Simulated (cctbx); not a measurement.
**Occupancies in Sb4PbS8**

Cell a = 7.2010 Å, b = 7.2010 Å, c = 13.1860 Å, α = 90.00°, β = 90.00°, γ = 120.00°; space group P-3m1 (no. 164); nominal formula Sb4PbS8.

The data are simulated with cctbx, not measured: Cu Kα, λ = 1.54184 Å, to d = 0.83 Å, 95 % of the full sphere, strongest reflection 5000 counts, noise from counting, a 1.5 % proportional error and a noise floor of 8 counts (s.d.); no absorption.

With every site full:

```text
Rint 0.062, 456 unique reflections to 0.83 A
cycle     R1     wR2    GooF  max shift (A)
   1  0.0598  0.1154   3.368   0.00336
   2  0.0230  0.0448   1.308   0.00001
final R1 0.0230 wR2 0.0448 GooF 1.308  parameters 31  data/parameter 14.7
atom        x        y        z      Ueq    occ   su(xyz)  su(Uiso or U11)
Pb1    0.00000  0.00000  0.50000   0.0132  1.000  0.00000  0.0005
Pb2    0.00000  0.00000  0.00000   0.0119  1.000  0.00000  0.0005
Sb1    0.00598  0.50299  0.25225   0.0161  1.000  0.00032  0.0003
Sb2    0.00000  0.00000  0.24827   0.0193  1.000  0.00029  0.0003
S2     0.66488  0.83244  0.61867   0.0227  1.000  0.00053  0.0016
S3     0.34519  0.17259  0.12270   0.0098  1.000  0.00044  0.0013
S4     0.33333  0.66667  0.11585   0.0204  1.000  0.00043  0.0016
S5     0.66667  0.33333  0.61998   0.0243  1.000  0.00045  0.0018
difference map: max 2.57 min -3.38 rms 0.46
Q1    0.0000  0.0000  0.3270    2    2.58  1.04 A from Sb2
Q2    0.0000  0.0000  0.5000    1    2.06  0.00 A from Pb1
Q3    0.3333  0.6667  0.1524    2    2.04  0.48 A from S4
Q4    0.1456  0.5728  0.1456    6    1.76  1.24 A from S4
Q5    0.2483  0.6242  0.3192    6    1.72  0.96 A from S5
Q6    0.0934  0.1869  0.1074    6    1.58  1.83 A from Pb2
```

With the occupancies of the suspect sites free, each still typed as its main element:

```text
Rint 0.062, 456 unique reflections to 0.83 A
cycle     R1     wR2    GooF  max shift (A)
   1  0.0514  0.1111   3.252   0.00048
  10  0.0165  0.0317   0.927   0.00001
final R1 0.0164 wR2 0.0317 GooF 0.926  parameters 33  data/parameter 13.8
atom        x        y        z      Ueq    occ   su(xyz)  su(Uiso or U11)
Pb1    0.00000  0.00000  0.50000   0.0138  1.000  0.00000  0.0003
Pb2    0.00000  0.00000  0.00000   0.0124  1.000  0.00000  0.0003
Sb1    0.00601  0.50301  0.25225   0.0167  1.000  0.00023  0.0002
Sb2    0.00000  0.00000  0.24827   0.0150  0.926  0.00021  0.0003
S2     0.66501  0.83250  0.61871   0.0231  1.000  0.00037  0.0012
S3     0.34505  0.17252  0.12273   0.0135  1.057  0.00031  0.0011
S4     0.33333  0.66667  0.11586   0.0210  1.000  0.00030  0.0012
S5     0.66667  0.33333  0.62002   0.0248  1.000  0.00032  0.0013
su of occupancy Sb2: 0.004
su of occupancy S3: 0.010
difference map: max 2.54 min -2.28 rms 0.43
Q1    0.0000  0.0000  0.3188    2    2.60  0.93 A from Sb2
Q2    0.3333  0.6667  0.1522    2    1.98  0.48 A from S4
Q3    0.0000  0.0000  0.5000    1    1.82  0.00 A from Pb1
Q4    0.2483  0.6241  0.3200    6    1.67  0.95 A from S5
Q5    0.1473  0.5736  0.1456    6    1.66  1.22 A from S4
Q6    0.0000  0.0000  0.1142    2    1.65  1.51 A from Pb2
```

**Question.** What is the disorder?

X-rays count electrons. Sb2 refines to 0.926(0.004), or 47.2 electrons; the site truly holds 0.9 Sb and 0.1 S, 47.5 electrons, which is 0.931 of Sb; S3 refines to 1.057(0.010), or 16.9 electrons; the site truly holds 0.9667 S and 0.0333 Sb, 17.2 electrons, which is 1.073 of S. A value under 1 can't tell vacancies from a lighter guest, and one over 1 needs a heavier guest; chemistry or a second radiation must settle which. Occupancy correlates with U and the scale, and the two elements' form factors differ in shape, so the match is approximate.

Freeing them takes R1 from 0.0230 to 0.0164 and GooF from 1.31 to 0.93.

The model was made for the exercise: a known structure type with other elements put in, its volume estimated, not relaxed; displacement parameters are assumed.

[Middle refinement cycles are left out of these outputs.]

[Logs are printed without paths, hosts, clocks, repeated set-up lines and the standing remarks that a program may print on its own settings, such as how far it seeks lower states.]
